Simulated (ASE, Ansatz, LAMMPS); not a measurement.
# Convergence of a linear-scaling basis for (7,0) carbon nanotube in a second wall (183 atoms), part 2 of 2

Wanted: errors and times of a linear-scaling basis for (7,0) carbon nanotube in a second wall (183 atoms). A setting counts as converged where the r.m.s. difference of forces stays under 1 % of the r.m.s. force.

Ansatz 0.2.0; Kohn-Sham DFT, PBE+D3(BJ), PAW (set soft_2), plane waves.

The cell: 183 C. Beside vacuum, support functions can miss their usual error bounds without a warning.

So far. Step 3 (Plane-wave single point): Löwdin charges run from +0.00 to +0.06 e, about a mean that is the spilled charge alone. Within 0.4 eV of the Fermi level the largest share is C p (95 % of the projected weight).

### Step 4. Distances and neighbours

Bonds and neighbours are counted at the geometry of the runs.

Normalised to the volume that the atoms fill. Pair distribution function in bins of 0.2 Å:

| r (Å) | total |
| --- | --- |
| 1.30 | 3.71 |
| 1.50 | 2.29 |
| 1.70 | 0.00 |
| 1.90 | 0.00 |
| 2.10 | 0.00 |
| 2.30 | 0.06 |
| 2.50 | 3.89 |
| 2.70 | 1.41 |
| 2.90 | 0.11 |
| 3.10 | 0.01 |
| 3.30 | 0.03 |
| 3.50 | 0.64 |
| 3.70 | 1.98 |
| 3.90 | 0.51 |
| 4.10 | 1.68 |
| 4.30 | 0.57 |
| 4.50 | 0.41 |
| 4.70 | 0.80 |
| 4.90 | 1.36 |
| 5.10 | 1.08 |
| 5.30 | 0.43 |
| 5.50 | 0.81 |
| 5.70 | 0.41 |
| 5.90 | 0.58 |
| 6.10 | 0.99 |
| 6.30 | 1.22 |
| 6.50 | 0.37 |
| 6.70 | 0.34 |

Bonds by pair of elements; cutoffs follow the first minimum of g(r), held within bounds set by covalent radii, and pairs that aren't listed don't count as bonded:

```csv
pair A-B,cutoff (Å),bonds,mean length (Å),spread (Å),shortest (Å),B about A,A about B
C-C,1.82,273,1.40,0.007,1.39,2.98,2.98
```

How many atoms have how many bonded neighbours:

| element | mean | 2 | 3 |
| --- | --- | --- | --- |
| C | 2.98 | 3 | 180 |

Bond angles, per cent of each kind in bins of 5°:

```
angle (°)  C-C-C
  110–115    0.7
  115–120   91.5
  120–125    7.0
  125–130    0.7
```

Bond angles (no mean is given where the spread exceeds 20°):

```csv
angle,count,mean (°),spread (°)
C-C-C,543,119,1.2
```

Bond length by coordination (bonds to H left out):

```
element  coordination  atoms  mean bond length (Å)
      C             2      3                  1.40
      C             3    180                  1.40
```

By these cutoffs 98 % of C atoms have 3 bonded neighbours. The C-C-C angle averages 119° with a spread of 1.2°.

A closer look about C154, which has 2 bonded neighbours where the commonest count for C is 3: 10 atoms, nearest first, numbered in the order of the input, with positions taken from that point.

| atom | x | y | z | distance (Å) | bonds | Löwdin charge (e) | Fx | Fy | Fz (eV/Å) |
| --- | --- | --- | --- | --- | --- | --- | --- | --- | --- |
| C154 | 0.00 | 0.00 | 0.00 | 0.00 | 2 | 0.01 | 1.05 | 1.39 | -0.72 |
| C157 | 0.27 | 0.35 | 1.33 | 1.40 | 3 | 0.06 | -0.92 | -0.25 | -1.98 |
| C155 | 0.90 | -0.74 | -0.79 | 1.41 | 3 | 0.05 | -1.30 | 0.74 | 1.33 |
| C160 | 1.03 | -0.61 | 2.03 | 2.35 | 3 | 0.05 | 0.11 | -0.46 | -0.61 |
| C158 | 1.81 | -1.54 | -0.09 | 2.38 | 3 | 0.05 | 0.06 | -0.12 | 0.31 |
| C69 | 0.99 | -0.64 | -2.17 | 2.47 | 3 | 0.04 | 0.03 | -1.05 | -0.40 |
| C156 | -0.06 | 1.54 | 1.99 | 2.52 | 3 | 0.03 | -0.49 | -0.11 | 1.00 |
| C161 | 1.85 | -1.49 | 1.31 | 2.71 | 3 | 0.05 | -0.40 | -0.38 | 0.03 |
| C65 | -0.29 | 1.49 | -2.29 | 2.75 | 2 | 0.00 | 0.97 | 0.21 | 1.47 |
| C66 | 0.32 | 0.37 | -2.87 | 2.91 | 3 | 0.06 | -1.35 | 1.48 | 0.87 |

The column of bonds counts only the pairs C-C within 1.82 Å; other neighbours, such as metal atoms beside each other in a compound, aren't counted, and periodic images can show an atom twice.

### Step 5. Support functions medium

The cell is solved in localised support functions.

This step: Kohn-Sham DFT, PBE+D3(BJ), PAW (set soft_2), localised support functions (medium) (Ansatz 0.2.0).

Contents of input.yaml:

```yaml
crystal:
  lattice:
    - [21.52868, 0.0, 0.0]
    - [0.0, 21.52868, 0.0]
    - [0.0, 0.0, 8.36509]
  atoms:
    [... the 183 atom lines of step 3 ...]
kpoints:
  mp_grid: { grid: [1, 1, 2] }
hamiltonian:
  xc: pbe
  dispersion: d3bj
scf:
  occupations: { method: fermi_dirac, width: 0.05 }
  eigensolver: { kind: { support_functions: { accuracy: medium } } }
  mixing: { beta: 0.2 }
  max_iter: 150
output:
  forces: true
  eigenvalues: true
```

The run is started by

```bash
> ansatz run input.yaml --threads 8 --pin off --max-ram 15872MiB --backend cpu --events-out ev --progress --plain --runs-dir out
```

Numbers of over 12 decimals in the logs are rounded to 6 here.

Log:

```text
Warning: scf.eigensolver.kind.support_functions: disabling space-group detection — the functions' gradient is summed over unrotated k-points, so no spatial operation reduces the k-mesh or symmetrises the density; time reversal is kept, so that k and −k are solved as one point where they differ and the mesh holds both, and exact exchange and, on two spinor components, a DFT+U term hold to it where the run has them: [...]
settings of this run that can trade accuracy for cost: scf.eigensolver.kind.support_functions [...]
[...]
Crystal: 183 atoms, lattice volume = 3877.086 Å³
Basis set: ecut = 420 eV, 75731 PW (Γ), exchange–correlation on 288×288×120 points (8 copies of the dense FFT grid, shifted against one another)
Bands: 440, of which v1, the nominal top of the filled ones, is band 366 counted from 1 (365 counted from 0)
Symmetry: 1 space group operations
k-points: 2
[...]
SCF iter   1: F=—  HF=-45957.069270 eV  |F-HF|=—  |Δ(HF+E_count)|=         —  Δρ=7.22e-2  dr2=2.05e2  ethr=1.00e-1
[...]
SCF iter  19: F=—  HF=-45909.410975 eV  |F-HF|=—  |Δ(HF+E_count)|=   2.86e-4  Δρ=1.09e-5  dr2=8.11e-6  ethr=4.01e-9  κ⁻¹=3.2e-6(r=7)
SCF iter  20: F=-45909.410976 eV  HF=-45909.410977 eV  |F-HF|=2.96e-7  |Δ(HF+E_count)|=   2.11e-6  Δρ=5.56e-6  dr2=1.29e-6  ethr=1.11e-9
SCF 1 converged in 20 iterations: F = -45909.416789 eV  dr2 = 1.29e-6
[...]
SCF converged after 20 iterations
Stability not checked: this state was not tested for a lower state beside it, because the mixer in use, unlike msr1, does not test its closes by its own steps (another_mixer; see scf.mixing.algorithm and scf.lower_state_search)
Free energy (F): -45909.416789 eV
[...]
Internal energy: -45909.277719 eV  (E = F + TS)
E sigma→0 (E₀):  -45909.347254 eV
Entropy (-TS):   -0.139069 eV (-0.760 meV/atom)
Fermi energy:    0.305308 eV
[...]
Σ components = -45909.416789   (vs F -45909.416789, Δ=0.00e0)
--- Forces (eV/Å), atoms counted from 1 ---
  atom   1  C      0.24147842    -0.05301934     0.67169890
  atom   2  C      0.23636454     0.05191897    -0.67956597
  atom   3  C      0.19353507     0.14825999     0.67208586
  atom   4  C      0.11638777     0.22385273    -0.64657862
[...]
atom 183  C      0.20011866    -0.05190755     0.00818678
  max |Σ_I F_I| component: 7.19e-3 eV/Å
--- Band table (eV) ---
[...]
```

Wall time 2.9 min (8 threads of Arm Neoverse V2, shared host); peak memory 5.7 GiB; 23 min of CPU time.

The program notes that the band table was not solved further than the SCF left it and it switched symmetry off.

Keys that differ from the reference: support_functions.accuracy = "medium", scf.max_iter = 150 and scf.mixing.beta = 0.2.

Forces differ from the reference by 0.52 meV/Å r.m.s., 0.14 % of their size, well within a tolerance of 1 %; the energy by -3.8 meV/atom.

### Step 6. Cost against change

Each row is set against the plane-wave reference (Kohn-Sham DFT, PBE+D3(BJ), PAW (set soft_2), plane waves; r.m.s. force component 0.372 eV/Å). Energies are set beside the reference only for runs with its functional, potentials and electron count. Times are for 8 threads of Arm Neoverse V2, shared host. The reference's time includes the DOS and grids, which some other runs skip.

| run | Δ force, r.m.s. (meV/Å) | share of r.m.s. force (%) | Δ energy (meV/atom) | cycles | time | host memory (GiB) |
| --- | --- | --- | --- | --- | --- | --- |
| reference | - | - | - | 12 | 3.2 min | 12 |
| support functions medium | 0.52 | 0.140 | -3.77 | 20 | 2.9 min | 5.7 |

### Step 7. Outcome

| Item | Value |
| --- | --- |
| free energy per atom | -250.8674 eV/atom |
| r.m.s. force component | 0.3724 eV/Å |
| wall time of the 2 DFT runs | 6.1 min |

**Reading.** Against plane waves at 420 eV, the forces differ by 0.52 meV/Å (0.14 %) with support functions medium. Differences between support functions and plane waves include what basis error the plane-wave run still has.

6 levels are partly filled, by over 2 % (on the run's k-points): at this level the cell shows no clear gap. Levels of broken or missing bonds inside a gap of the host would look the same. With the cutoffs above, 98 % of C atoms have 3 bonded neighbours.

What to keep in mind: The geometry was minimised with a classical potential and isn't relaxed at this level: its force components are 0.37 eV/Å r.m.s.

[Logs are printed without paths, hosts, clocks, repeated set-up lines and the standing remarks that a program may print on its own settings, such as how far it seeks lower states.]

[Hosts, paths, dates, database ids (printed as entryN), source tags and the programs' standing remarks are cut or masked in the printed files.]
